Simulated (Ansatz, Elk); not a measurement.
## Ag2BiRuO4: X-ray structure factors from the self-consistent density

The structure of Ag2BiRuO4 used here is made up (a known structure type with other elements) and was relaxed beforehand with PBE. The aim is the Fourier transform of its all-electron density, F(hkl), set beside the sum over free spherical atoms that refinements use.

Main program and level: Elk 11.2.3 (patched build); DFT, PBE, all-electron APW+lo, Dirac cores, scalar-relativistic bands, static density, no spin.

This account leaves out most program logs.

The structure was built from a prototype and need not be the compound's stable phase.

**1. The structure**

It takes space group I-4m2 (No. 119, tetragonal). Conventional cell: a = 4.567 Å, b = 4.567 Å, c = 10.781 Å, α = 90.00°, β = 90.00°, γ = 90.00°. Nearest to Bi lie 6 O at 2.39 to 2.41 Å. Ag has 4 O at 2.39 Å nearest. Nearest to Ag lie 4 O at 2.30 Å. Nearest to Ru lie 6 O at 2.00 to 2.30 Å. Nearest to O lie 1 Ru at 2.00 Å and 2 Ag at 2.39 Å and 2 Bi at 2.39 Å. Nearest to O lie 2 Ru at 2.30 Å and 2 Ag at 2.30 Å and 1 Bi at 2.41 Å. Farther neighbours and most contacts between anions are not listed.

**2. Ground state and structure factors**

An all-electron density is needed, since X-rays see the cores too. Task 0 finds the density and task 195 Fourier-transforms it; tshift is off so that phases refer to the origin typed.

The input, elk.in:

```
tasks
  0
  195

xctype
  20

spinpol
  .false.

rgkmax
  7.0

gmaxvr
  14.0

lmaxo
  7

lmaxapw
  8

swidth
  0.002

tshift
  .false.

ramdisk
  .false.

hmaxvr
  5.5

maxscl
  120

epspot
  1e-06

sppath
  './'

avec
  -4.31550594209 4.31550594209 10.18634549927
  4.31550594209 -4.31550594209 10.18634549927
  4.31550594209 4.31550594209 -10.18634549927

atoms
  4
  'Bi.in'
  1
  0.7500000000 0.2500000000 0.5000000000   0.000000 0.000000 0.000000
  'Ag.in'
  2
  0.2500000000 0.7500000000 0.5000000000   0.000000 0.000000 0.000000
  0.5000000000 0.5000000000 -0.0000000000   0.000000 0.000000 0.000000
  'Ru.in'
  1
  -0.0000000000 -0.0000000000 0.0000000000   0.000000 0.000000 0.000000
  'O.in'
  4
  0.8143242412 0.8143242412 -0.0000000000   0.000000 0.000000 0.000000
  0.9735972592 0.4735972592 0.5000000000   0.000000 0.000000 0.000000
  0.1856757588 0.1856757588 -0.0000000000   0.000000 0.000000 0.000000
  0.5264027408 0.0264027408 0.5000000000   0.000000 0.000000 0.000000

ngridk
  7 7 7
```

Run with:

```bash
> OMP_NUM_THREADS=4 elk
```

Wall time 4.7 min (4 threads of Arm Neoverse V1, shared host); peak memory 0.32 GiB.

SFACRHO.OUT:

```text

h k l indices transformed by vhmat matrix:
   1.000000000       0.000000000       0.000000000    
   0.000000000       1.000000000       0.000000000    
   0.000000000       0.000000000       1.000000000    

      h      k      l  multipl.   |H|            Re(F)            Im(F)           |F|

      0      0      0      1   0.0000000       253.00000      0.48858779E-16   253.00000    
      1      1     -1      2  0.61682429      -33.793529      0.27149763E-13   33.793529    
      0     -1      1      4  0.79061354       2.4054092       36.235384       36.315135    
      1      0      0      4  0.79061354       2.4054092      -36.235384       36.315135    
      1     -1      0      4   1.0295161      -36.317775      0.76760104E-13   36.317775    
      2      1     -2      4   1.1772910      -14.904513      -26.650925       30.535493    
     -2     -1      2      4   1.1772910      -14.904513       26.650925       30.535493    
     -1     -1      0      8   1.2001565       166.00602      0.11880078E-12   166.00602    
     -2     -2      2      2   1.2336486       193.92841      0.21489449E-12   193.92841    
      1     -1      1      4   1.4559557       198.25328     -0.11650390E-12   198.25328    
      0     -2      2      4   1.5812271      -31.854045      0.22819385E-01   31.854053    
      2      0      0      4   1.5812271      -31.854045     -0.22819385E-01   31.854053    
      2      2     -3      8   1.6067956      -42.547945     -0.46730501E-13   42.547945    
     -1      2     -1      8   1.6567669       1.0026195       32.801162       32.816481    
     -1      2      0      8   1.6567669       1.0026195      -32.801162       32.816481    
     -2     -3      2      4   1.7052575       5.8959662      -38.094637       38.548201    
      2      3     -2      4   1.7052575       5.8959662       38.094637       38.548201    
      3      3     -3      2   1.8504729      -21.995744      0.33566980E-13   21.995744
```

Elk indexes on the primitive cell of elk.in and gives |H| = 4π sin θ/λ in inverse bohr. Below, one row stands for each form hkl of the conventional cell (m members, Friedel mates merged), F is for one primitive cell and the density is static (no thermal factor). Free-atom factors are Waasmaier and Kirfel's, and R is Σm||F|−|F'||/Σm|F|.

| hkl | m | sin θ/λ (Å⁻¹) | abs F, DFT | neutral atoms | diff. | abs of complex diff. | ions | diff. |
| --- | --- | --- | --- | --- | --- | --- | --- | --- |
| 002 | 2 | 0.093 | 33.794 | 34.096 | -0.303 | 0.303 | 33.672 | +0.122 |
| 101 | 8 | 0.119 | 36.315 | 36.366 | -0.051 | 0.147 | 36.090 | +0.225 |
| 110 | 4 | 0.155 | 36.318 | 36.277 | +0.041 | 0.041 | 36.743 | -0.425 |
| 103 | 8 | 0.177 | 30.535 | 30.444 | +0.092 | 0.525 | 30.728 | -0.192 |
| 112 | 8 | 0.180 | 166.006 | 167.196 | -1.190 | 1.190 | 165.044 | +0.962 |
| 004 | 2 | 0.185 | 193.928 | 194.078 | -0.150 | 0.150 | 194.213 | -0.285 |
| 200 | 4 | 0.219 | 198.253 | 197.949 | +0.304 | 0.304 | 198.792 | -0.539 |
| 202 | 8 | 0.238 | 31.854 | 31.615 | +0.239 | 0.240 | 31.829 | +0.025 |
| 114 | 8 | 0.242 | 42.548 | 42.299 | +0.248 | 0.248 | 42.763 | -0.215 |
| 211 | 16 | 0.249 | 32.817 | 32.640 | +0.177 | 0.182 | 32.889 | -0.073 |
| 105 | 8 | 0.256 | 38.548 | 38.258 | +0.290 | 0.338 | 38.583 | -0.034 |
| 006 | 2 | 0.278 | 21.996 | 21.729 | +0.266 | 0.266 | 21.834 | +0.162 |
| 213 | 16 | 0.282 | 28.422 | 28.366 | +0.056 | 0.099 | 28.505 | -0.084 |
| 204 | 8 | 0.287 | 166.362 | 166.434 | -0.072 | 0.091 | 166.676 | -0.314 |
| 220 | 4 | 0.310 | 170.988 | 170.820 | +0.168 | 0.168 | 170.907 | +0.081 |
| 116 | 8 | 0.318 | 154.704 | 154.644 | +0.060 | 0.060 | 154.874 | -0.170 |
| 222 | 8 | 0.323 | 29.977 | 29.999 | -0.022 | 0.022 | 30.009 | -0.032 |
| 301 | 8 | 0.332 | 30.663 | 30.573 | +0.091 | 0.242 | 30.621 | +0.042 |

The ions are Ag+, Bi3+, Ru3+ and O2−, by formal charge.

**3. The highest occupied states alone**

An energy window below the Fermi level keeps the highest occupied states, to see at which angles they scatter; shallow core shells can lie inside it and anion s states outside. No new self-consistency is needed.

Edit elk.in of step 2 so:

```diff
@@ -1,3 +1,2 @@
 tasks
-  0
   195
@@ -40,2 +39,5 @@
 
+wsfac
+  -0.106200 0.561300
+
 sppath
```

Run with:

```bash
> OMP_NUM_THREADS=4 elk
```

Wall time 26 s (4 threads); peak memory 0.22 GiB.

States within 10 eV below the Fermi level hold 49.00 electrons; any levels below the window count with the cores. Their amplitudes can exceed the total, where window and core parts have opposite phase:

```csv
hkl,sin θ/λ (Å⁻¹),"abs F, window","abs F, all"
002,0.093,6.368,33.794
101,0.119,5.912,36.315
110,0.155,3.307,36.318
103,0.177,11.628,30.535
112,0.180,5.322,166.006
004,0.185,18.590,193.928
200,0.219,20.689,198.253
202,0.238,2.743,31.854
114,0.242,1.544,42.548
211,0.249,2.958,32.817
```

**4. Another functional**

The difference from free atoms is small, so it is set against the change that LDA (Perdew-Wang) makes.

Edit elk.in of step 3 so:

```diff
@@ -1,2 +1,3 @@
 tasks
+  0
   195
@@ -4,3 +5,3 @@
 xctype
-  20
+  3
 
@@ -39,5 +40,2 @@
 
-wsfac
-  -0.106200 0.561300
-
 sppath
```

Run with:

```bash
> OMP_NUM_THREADS=4 elk
```

Elapsed: 3.4 min, on 4 threads; peak memory 0.23 GiB; 13 min of CPU time.

Against the first run R = 0.02 %; the largest change is -0.187 at 200.

**5. Basis size**

A smaller basis shows how fast F responds to it; the change is likely larger than the basis error of the first run, but doesn't show convergence.

Edit elk.in of step 4 so:

```diff
@@ -5,3 +5,3 @@
 xctype
-  3
+  20
 
@@ -11,3 +11,3 @@
 rgkmax
-  7.0
+  5.5
```

Run with:

```bash
> OMP_NUM_THREADS=4 elk
```

Run time: 2.5 min. Hardware: 4 threads; peak memory 0.29 GiB; 8.5 min of CPU time.

Against the first run R = 0.06 %; the largest change is -0.233 at 220.

**6. Settings against the effect**

```
              run  R against the first run (%)  R against neutral atoms, low angle (%)  wall time
    PBE, rgkmax 7                         0.00                                    0.37    4.7 min
LDA (Perdew-Wang)                         0.02                                    0.37    3.4 min
       rgkmax 5.5                         0.06                                    0.36    2.5 min
```

**7. Outcome**

```
R against neutral atoms, sin θ/λ < 0.3 Å⁻¹ : 0.37 %
R against neutral atoms, 0.3 to 0.75 Å⁻¹   : 0.19 %
R against ions, below 0.3 Å⁻¹              : 0.36 %
```

In words: Independent neutral atoms miss the calculated amplitudes by R = 0.37 % below 0.3 Å⁻¹ and 0.19 % from there to 0.75 Å⁻¹; by shells, 0.28 % below 0.15 Å⁻¹ (2 forms), 0.37 % 0.15 to 0.3 (12 forms), 0.19 % 0.3 to 0.45 (24 forms), 0.19 % above 0.45 (111 forms). Bonding, aspherical density and the tables' own atoms all enter these figures, and the runs don't part them. The largest change of an amplitude is -1.19 electrons, at 112. R counts amplitudes alone; phases shift too. Formal ions give R = 0.36 % at low angle, no better and no worse than neutral atoms. The window's part falls from 49.0 electrons at the origin to at most 1.84 between 0.45 and 0.75 Å⁻¹, where compact states inside the window still scatter. Below 0.3 Å⁻¹ the changes that finished (LDA (Perdew-Wang) and rgkmax 5.5) move F by R = 0.08 % at most, against the 0.37 % that separates it from free atoms. The k-mesh has no finished test. These runs have no spin, though d or f shells may be open. The electron count is odd, so without spin the run is a metal by force. Spin-orbit coupling is left out, which can matter for elements this heavy. Part of the difference isn't bonding: the tables are fits to free atoms and ions calculated by other methods than this functional. Thermal motion, anomalous dispersion and extinction are left out.

[Logs are printed without paths, hosts, clocks, repeated set-up lines and the standing remarks that a program may print on its own settings, such as how far it seeks lower states.]

[Hosts, paths, dates, database ids (printed as entryN), source tags and the programs' standing remarks are cut or masked in the printed files.]
